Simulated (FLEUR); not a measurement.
## Fixed-spin-moment curve of BeCo with FLEUR

Aim: the energy of BeCo as a function of its total spin moment.

Calculated with FLEUR MaX-R8.1; LDA (VWN); all-electron FLAPW, Dirac cores, scalar-relativistic bands.

## Step 1: Starting point

The structure is cubic, space group Pm-3m (No. 221). Conventional cell: a = 2.606 Å, b = 2.606 Å, c = 2.606 Å, α = 90.00°, β = 90.00°, γ = 90.00°. Nearest to Be lie 8 Co at 2.26 Å. Nearest to Co lie 8 Be at 2.26 Å. Farther neighbours are not listed.

## Step 2: The free run

The free run tells which range of moments is worth scanning.

inpgen writes inp.xml from crystal.txt; cutoffs, mixing, functional, smearing and local orbitals are then set in the file. The k list default-1 (kpts.xml, not shown) is a Γ-centred 10×10×10 mesh; where the ranks do not divide the number of points, some are split in two of half the weight.

File inp.xml:

```
<?xml version="1.0" encoding="UTF-8" standalone="no"?>
<fleurInput fleurInputVersion="0.39">
   <comment>
      BeCo
   </comment>
   <calculationSetup>
      <cutoffs Kmax="4.0" Gmax="12.0" GmaxXC="12.0" numbands="0"/>
      <scfLoop itmax="90" minDistance="0.00002" maxIterBroyd="15" imix="Anderson" alpha="0.05" precondParam="0.0" spinf="2.0" sdNocoIR="T"/>
      <coreElectrons ctail="T" frcor="F" kcrel="0" coretail_lmax="0"/>
      <xcFunctional name="vwn" relativisticCorrections="F"/>
      <magnetism jspins="2"/>
      <soc l_soc="F" theta="0.0" phi="0.0" spav="F"/>
      <expertModes spex="0" secvar="F"/>
      <geometryOptimization l_f="F" forcealpha="1.0" forcemix="BFGS" epsdisp="0.00001" epsforce="0.00001"/>
      <ldaU l_linMix="F" mixParam="0.05" spinf="1.0"/>
   </calculationSetup>
   <cell>
      <bzIntegration valenceElectrons="19.0" mode="hist" fermiSmearingEnergy="0.00293995">
         <kPointListSelection listName="default-1"/>
         <xi:include xmlns:xi="http://www.w3.org/2001/XInclude" href="kpts.xml"> </xi:include>
      </bzIntegration>
      <xi:include xmlns:xi="http://www.w3.org/2001/XInclude" href="sym.xml"> </xi:include>
      <bulkLattice scale="1.0">
         <bravaisMatrix>
            <row-1>    4.9246262807075993     0.0000000000000000     0.0000000000000000</row-1>
            <row-2>    0.0000000000000000     4.9246262807075993     0.0000000000000000</row-2>
            <row-3>    0.0000000000000000     0.0000000000000000     4.9246262807075993</row-3>
         </bravaisMatrix>
      </bulkLattice>
   </cell>
   <atomSpecies>
      <species name="Beryllium (Be)" element="Be" atomicNumber="4">
         <mtSphere radius="1.5" gridPoints="497" logIncrement="0.02"/>
         <atomicCutoffs lmax="6" lnonsphr="4"/>
         <electronConfig flipSpins="F">
            <coreConfig>(1s1/2)</coreConfig>
            <valenceConfig>(2s1/2)</valenceConfig>
         </electronConfig>
         <energyParameters s="2" p="2" d="3" f="4"/>
      </species>
      <species name="Cobalt (Co2.001" element="Co" atomicNumber="27">
         <mtSphere radius="2.4" gridPoints="793" logIncrement="0.015"/>
         <atomicCutoffs lmax="10" lnonsphr="8"/>
         <electronConfig flipSpins="F">
            <coreConfig>(1s1/2) (2s1/2) (2p1/2) (2p3/2)</coreConfig>
            <valenceConfig>(3s1/2) (3p1/2) (3p3/2) (4s1/2) (3d3/2) (3d5/2)</valenceConfig>
            <stateOccupation state="(3d3/2)" spinUp="1.5005" spinDown="1.2995"/>
            <stateOccupation state="(3d5/2)" spinUp="3.0" spinDown="1.2"/>
         </electronConfig>
         <energyParameters s="4" p="4" d="3" f="4"/>
         <lo type="SCLO" l="0" n="3" eDeriv="0"/>
         <lo type="SCLO" l="1" n="3" eDeriv="0"/>
      </species>
   </atomSpecies>
   <atomGroups>
      <atomGroup species="Beryllium (Be)">
         <relPos label="                   1">.0000000000 .0000000000 .0000000000</relPos>
         <force calculate="T" relaxXYZ="TTT"/>
      </atomGroup>
      <atomGroup species="Cobalt (Co2.001">
         <relPos label="                   2">1.000/2.000 1.000/2.000 1.000/2.000</relPos>
         <force calculate="T" relaxXYZ="TTT"/>
      </atomGroup>
   </atomGroups>
   <output dos="F" band="F" slice="F">
      <bandDOS minEnergy="-.5*Htr" maxEnergy="0.5*Htr" sigma="0.015" storeEVData="T"/>
      <plotting iplot="0" polar="F">
         <plot TwoD="T" vec1="  1.0  0.0  0.0" vec2="  0.0  1.0  0.0" vec3="  0.0  0.0  1.0" zero="  0.0  0.0  0.0" file="plot"/>
      </plotting>
      <moessbauerParams electricFieldGradient="F" isomerShift="F" coreHyperfine="F" valenceHyperfine="F"/>
   </output>
</fleurInput>
```

File crystal.txt:

```
BeCo
&input film=F cartesian=F /
2.60600000000  0.00000000000  0.00000000000
0.00000000000  2.60600000000  0.00000000000
0.00000000000  0.00000000000  2.60600000000
1.8897261246
1.0 1.0 1.0

2
4 0.00000000000  0.00000000000  0.00000000000
27 0.50000000000  0.50000000000  0.50000000000 : 2.001

&kpt div1=10 div2=10 div3=10 gamma=T /
```

Started as:

```sh
> OMP_NUM_THREADS=1 inpgen -f crystal.txt > inpgen.log  # inp.xml is then edited as shown
> OMP_NUM_THREADS=1 mpirun -n 4 fleur_MPI > fleur.log
```

The program printed:

```text
Welcome to FLEUR        (www.flapw.de)
      MaX-Release 8.1          (www.max-centre.eu)

 ========== k-point set info ==========
 Selected k-point list: default-1
 k-point list type: mesh
 10 x 10 x 10
 Number of k points: 56

 ------------Calculation Setup---------------------------
 Number of MPI-tasks      :            4
 Number of PE/node        :            4
 Number of OMP-threads    :            1
 k-points in parallel     :            4
 pe's per k-point         :            1
 No of k-point loops      :           14
 Eigenvalue solver        :       lapack
 Number of basis functions:          152
 Approximate size of matrices (H+S) per k-point:         0.000 GB
 --------------------------------------------------------
Nuclear radius smaller than smallest radial mesh point for atom type 1 -- skipping its core isomer shift
 Iteration:     1   Distance:      26.44929624 me/bohr^3
Nuclear radius smaller than smallest radial mesh point for atom type 1 -- skipping its core isomer shift
 Iteration:     2   Distance:      25.91153659 me/bohr^3
Nuclear radius smaller than smallest radial mesh point for atom type 1 -- skipping its core isomer shift
 Iteration:     3   Distance:      22.62904661 me/bohr^3
Nuclear radius smaller than smallest radial mesh point for atom type 1 -- skipping its core isomer shift
 Iteration:     4   Distance:       5.98046882 me/bohr^3
Nuclear radius smaller than smallest radial mesh point for atom type 1 -- skipping its core isomer shift
 Iteration:     5   Distance:       3.75754545 me/bohr^3
Nuclear radius smaller than smallest radial mesh point for atom type 1 -- skipping its core isomer shift
 Iteration:     6   Distance:       5.85411555 me/bohr^3
Nuclear radius smaller than smallest radial mesh point for atom type 1 -- skipping its core isomer shift
 Iteration:     7   Distance:       2.60832257 me/bohr^3
Nuclear radius smaller than smallest radial mesh point for atom type 1 -- skipping its core isomer shift
 Iteration:     8   Distance:       0.78455035 me/bohr^3
Nuclear radius smaller than smallest radial mesh point for atom type 1 -- skipping its core isomer shift
 Iteration:     9   Distance:       1.73092013 me/bohr^3
Nuclear radius smaller than smallest radial mesh point for atom type 1 -- skipping its core isomer shift
 Iteration:    10   Distance:       0.30347641 me/bohr^3
Nuclear radius smaller than smallest radial mesh point for atom type 1 -- skipping its core isomer shift
 Iteration:    11   Distance:       0.69482063 me/bohr^3
Nuclear radius smaller than smallest radial mesh point for atom type 1 -- skipping its core isomer shift
 Iteration:    12   Distance:       0.25329370 me/bohr^3
Nuclear radius smaller than smallest radial mesh point for atom type 1 -- skipping its core isomer shift
 Iteration:    13   Distance:       0.27165669 me/bohr^3
Nuclear radius smaller than smallest radial mesh point for atom type 1 -- skipping its core isomer shift
 Iteration:    14   Distance:       0.13267257 me/bohr^3
Nuclear radius smaller than smallest radial mesh point for atom type 1 -- skipping its core isomer shift
 Iteration:    15   Distance:       0.12793385 me/bohr^3
Nuclear radius smaller than smallest radial mesh point for atom type 1 -- skipping its core isomer shift
 Iteration:    16   Distance:       0.12680480 me/bohr^3
Nuclear radius smaller than smallest radial mesh point for atom type 1 -- skipping its core isomer shift
 Iteration:    17   Distance:       0.10382913 me/bohr^3
Nuclear radius smaller than smallest radial mesh point for atom type 1 -- skipping its core isomer shift
 Iteration:    18   Distance:       0.08701472 me/bohr^3
Nuclear radius smaller than smallest radial mesh point for atom type 1 -- skipping its core isomer shift
 Iteration:    19   Distance:       0.07137843 me/bohr^3
Nuclear radius smaller than smallest radial mesh point for atom type 1 -- skipping its core isomer shift
 Iteration:    20   Distance:       0.06794483 me/bohr^3
Nuclear radius smaller than smallest radial mesh point for atom type 1 -- skipping its core isomer shift
 Iteration:    21   Distance:       0.04928029 me/bohr^3
Nuclear radius smaller than smallest radial mesh point for atom type 1 -- skipping its core isomer shift
 Iteration:    22   Distance:       0.03343099 me/bohr^3
Nuclear radius smaller than smallest radial mesh point for atom type 1 -- skipping its core isomer shift
 Iteration:    23   Distance:       0.00327753 me/bohr^3
Nuclear radius smaller than smallest radial mesh point for atom type 1 -- skipping its core isomer shift
 Iteration:    24   Distance:       0.00423833 me/bohr^3
Nuclear radius smaller than smallest radial mesh point for atom type 1 -- skipping its core isomer shift
 Iteration:    25   Distance:       0.00014226 me/bohr^3
Nuclear radius smaller than smallest radial mesh point for atom type 1 -- skipping its core isomer shift
 Iteration:    26   Distance:       0.00036332 me/bohr^3
Nuclear radius smaller than smallest radial mesh point for atom type 1 -- skipping its core isomer shift
 Iteration:    27   Distance:       0.00000523 me/bohr^3

 ********************************************************************
 Run finished successfully
 Stop message:
   all done
 ********************************************************************

--- out.xml (last complete iteration) ---
<iteration numberForCurrentRun="   27" overallNumber="   27">
         <energyParameters units="Htr">
            <atomicEP atomType="1" spin="1" branch="2s" branchLowest="-3.23" branchHighest="3.77" value="0.0400746123"/>
            <atomicEP atomType="1" spin="1" branch="2p" branchLowest="-9.99" branchHighest="2.67" value="0.1622100883"/>
            <atomicEP atomType="1" spin="1" branch="3d" branchLowest="-9.99" branchHighest="6.12" value="0.3549284592"/>
            <atomicEP atomType="1" spin="1" branch="4f" branchLowest="-9.99" branchHighest="9.82" value="0.5147589683"/>
            <atomicEP atomType="2" spin="1" branch="4s" branchLowest="-3.14" branchHighest="1.51" value="0.1562526487"/>
            <atomicEP atomType="2" spin="1" branch="4p" branchLowest="-1.80" branchHighest="2.06" value="0.2927261776"/>
            <atomicEP atomType="2" spin="1" branch="3d" branchLowest="-9.99" branchHighest="0.36" value="0.2552990575"/>
            <atomicEP atomType="2" spin="1" branch="4f" branchLowest="-9.99" branchHighest="3.31" value="0.6096231770"/>
            <loAtomicEP atomType="2" spin="1" branch="3s" branchLowest="-32.36" branchHighest="-3.14" value="-3.1390361717"/>
            <loAtomicEP atomType="2" spin="1" branch="3p" branchLowest="-27.66" branchHighest="-1.80" value="-1.8059613244"/>
            <atomicEP atomType="1" spin="2" branch="2s" branchLowest="-3.23" branchHighest="3.77" value="0.0381892609"/>
            <atomicEP atomType="1" spin="2" branch="2p" branchLowest="-9.99" branchHighest="2.67" value="0.1603188825"/>
            <atomicEP atomType="1" spin="2" branch="3d" branchLowest="-9.99" branchHighest="6.12" value="0.3530250715"/>
            <atomicEP atomType="1" spin="2" branch="4f" branchLowest="-9.99" branchHighest="9.82" value="0.5128555556"/>
            <atomicEP atomType="2" spin="2" branch="4s" branchLowest="-3.12" branchHighest="1.52" value="0.1570940218"/>
            <atomicEP atomType="2" spin="2" branch="4p" branchLowest="-1.78" branchHighest="2.07" value="0.2929668719"/>
            <atomicEP atomType="2" spin="2" branch="3d" branchLowest="-9.99" branchHighest="0.38" value="0.2656484982"/>
            <atomicEP atomType="2" spin="2" branch="4f" branchLowest="-9.99" branchHighest="3.32" value="0.6094068675"/>
            <loAtomicEP atomType="2" spin="2" branch="3s" branchLowest="-32.35" branchHighest="-3.12" value="-3.1242347268"/>
            <loAtomicEP atomType="2" spin="2" branch="3p" branchLowest="-27.66" branchHighest="-1.78" value="-1.7916370482"/>
         </energyParameters>
         <bandgap value="0.0020127649" units="eV"/>
         <sumValenceSingleParticleEnergies value="-14.5993477562" units="Htr"/>
         <FermiEnergy value="0.3095374671" units="Htr"/>
         <valenceDensity>
            <mtCharges spin="1">
               <mtCharge atomType="1" total="0.2487604" s="0.0870989" p="0.1535983" d="0.0071526" f="0.0008122"/>
               <mtCharge atomType="2" total="8.4655323" s="1.2479789" p="3.2842909" d="3.9157370" f="0.0140682"/>
            </mtCharges>
            <mtCharges spin="2">
               <mtCharge atomType="1" total="0.2558830" s="0.0887537" p="0.1592210" d="0.0070378" f="0.0007796"/>
               <mtCharge atomType="2" total="8.1062937" s="1.2478125" p="3.2825618" d="3.5581832" f="0.0143311"/>
            </mtCharges>
            <spinDependentCharge spin="1" total="9.6690368" interstitial="0.9547441" mtSpheres="8.7142927"/>
            <spinDependentCharge spin="2" total="9.3309632" interstitial="0.9687865" mtSpheres="8.3621767"/>
            <totalCharge value="19.0000000000"/>
         </valenceDensity>
         <coreStates atomType="     1" atomicNumber="  4" spin="1" kinEnergy="      6.5798270240" eigValSum="     -3.2622427904" lostElectrons=" 0.002890">
            <state n="1" l="0" j="0.5" energy="-3.2622427904" weight="1.0000000000"/>
         </coreStates>
         <coreStates atomType="     1" atomicNumber="  4" spin="2" kinEnergy="      6.5791700874" eigValSum="     -3.2626197505" lostElectrons=" 0.002893">
            <state n="1" l="0" j="0.5" energy="-3.2626197505" weight="1.0000000000"/>
         </coreStates>
         <coreStates atomType="     2" atomicNumber=" 27" spin="1" kinEnergy="    623.0871259611" eigValSum="   -393.1289873061" lostElectrons=" 0.000000">
            <state n="1" l="0" j="0.5" energy="-277.7742810364" weight="1.0000000000"/>
            <state n="2" l="0" j="0.5" energy="-32.3553312626" weight="1.0000000000"/>
            <state n="2" l="1" j="0.5" energy="-28.0287238790" weight="1.0000000000"/>
            <state n="2" l="1" j="1.5" energy="-27.4853255641" weight="2.0000000000"/>
         </coreStates>
         <coreStates atomType="     2" atomicNumber=" 27" spin="2" kinEnergy="    623.1553896524" eigValSum="   -393.1033673642" lostElectrons=" 0.000000">
            <state n="1" l="0" j="0.5" energy="-277.7741946310" weight="1.0000000000"/>
            <state n="2" l="0" j="0.5" energy="-32.3476301620" weight="1.0000000000"/>
            <state n="2" l="1" j="0.5" energy="-28.0228880056" weight="1.0000000000"/>
            <state n="2" l="1" j="1.5" energy="-27.4793272828" weight="2.0000000000"/>
         </coreStates>
         <allElectronCharges>
            <spinDependentCharge spin="1" total="15.6690368" interstitial="0.9575574" mtSpheres="14.7114794"/>
            <spinDependentCharge spin="2" total="15.3309632" interstitial="0.9716031" mtSpheres="14.3593601"/>
            <totalCharge value="30.9999999909"/>
         </allElectronCharges>
         <magneticMomentsInMTSpheres units="muBohr">
            <globalMagMoment atomType="1" vec="0.00000   0.00000  -0.00712"/>
            <localMagMoment atomType="1" vec="0.00000   0.00000  -0.00712"/>
            <globalMagMoment atomType="2" vec="0.00000   0.00000   0.35924"/>
            <localMagMoment atomType="2" vec="0.00000   0.00000   0.35924"/>
         </magneticMomentsInMTSpheres>
         <moessbauerParams unitsHFF="kG" unitsIS="e/bohr^3" unitsEFG="Htr/bohr^2">
         </moessbauerParams>
         <totalEnergy value="    -1405.7925052828" units="Htr">
            <sumOfEigenvalues value="     -807.3565649674">
               <coreElectrons value="-792.7572172112"/>
               <valenceElectrons value="-14.5993477562"/>
            </sumOfEigenvalues>
            <densityCoulombPotentialIntegral value="-2153.2762829154"/>
            <densityEffectivePotentialIntegral value="-2232.7954817563"/>
            <chargeDenXCDenIntegral value="-60.0906765613"/>
            <FockExchangeEnergyValence value="0.0000000000"/>
            <FockExchangeEnergyCore value="0.0000000000"/>
            <atomTypeDependentContributions atomType="1">
               <electronNucleiInteractionDifferentMTs value="15.6161154105"/>
               <MadelungTerm value="-2.1868182054"/>
            </atomTypeDependentContributions>
            <atomTypeDependentContributions atomType="2">
               <electronNucleiInteractionDifferentMTs value="1670.0779841208"/>
               <MadelungTerm value="-6.6216863159"/>
            </atomTypeDependentContributions>
            <tkbTimesEntropy value="0.0015504609"/>
            <freeEnergy value="-1405.7940557437"/>
            <extrapolationTo0K value="-1405.7932805133"/>
         </totalEnergy>
         <densityConvergence units="me/bohr^3">
            <chargeDensity spin="1" distance="0.0000046140"/>
            <chargeDensity spin="2" distance="0.0000009995"/>
            <overallChargeDensity distance="0.0000041537"/>
            <spinDensity distance="0.0000052271"/>
         </densityConvergence>
      </iteration>
```

Elapsed: 6.7 s, on 4 MPI ranks of AMD EPYC 9R45, shared host; peak memory 0.2 GiB.

Read from the output:

```yaml
free_energy: -38253.6050 eV
program_s_band_gap_on_this_mesh_in_a_metal_only_a_level_spacing: 0.002013 eV
magnetization: 0.3381 μB
final_state: ferromagnetic
largest_moment: 0.3592 μB
```

After 27 cycles the largest moment stands at 0.359 μB.

(Part 1 of 2 ends here.)

[Logs and program files are shortened in this print: banners, set-up blocks, solver, clock and traceback lines can be left out without a mark of their own.]

[Logs are printed without paths, hosts, clocks, repeated set-up lines and the standing remarks that a program may print on its own settings, such as how far it seeks lower states.]

[Hosts, paths, dates, database ids (printed as entryN), source tags and the programs' standing remarks are cut or masked in the printed files.]

[Where a cell is said to come from a database of computed structures, the database is the Materials Project.]
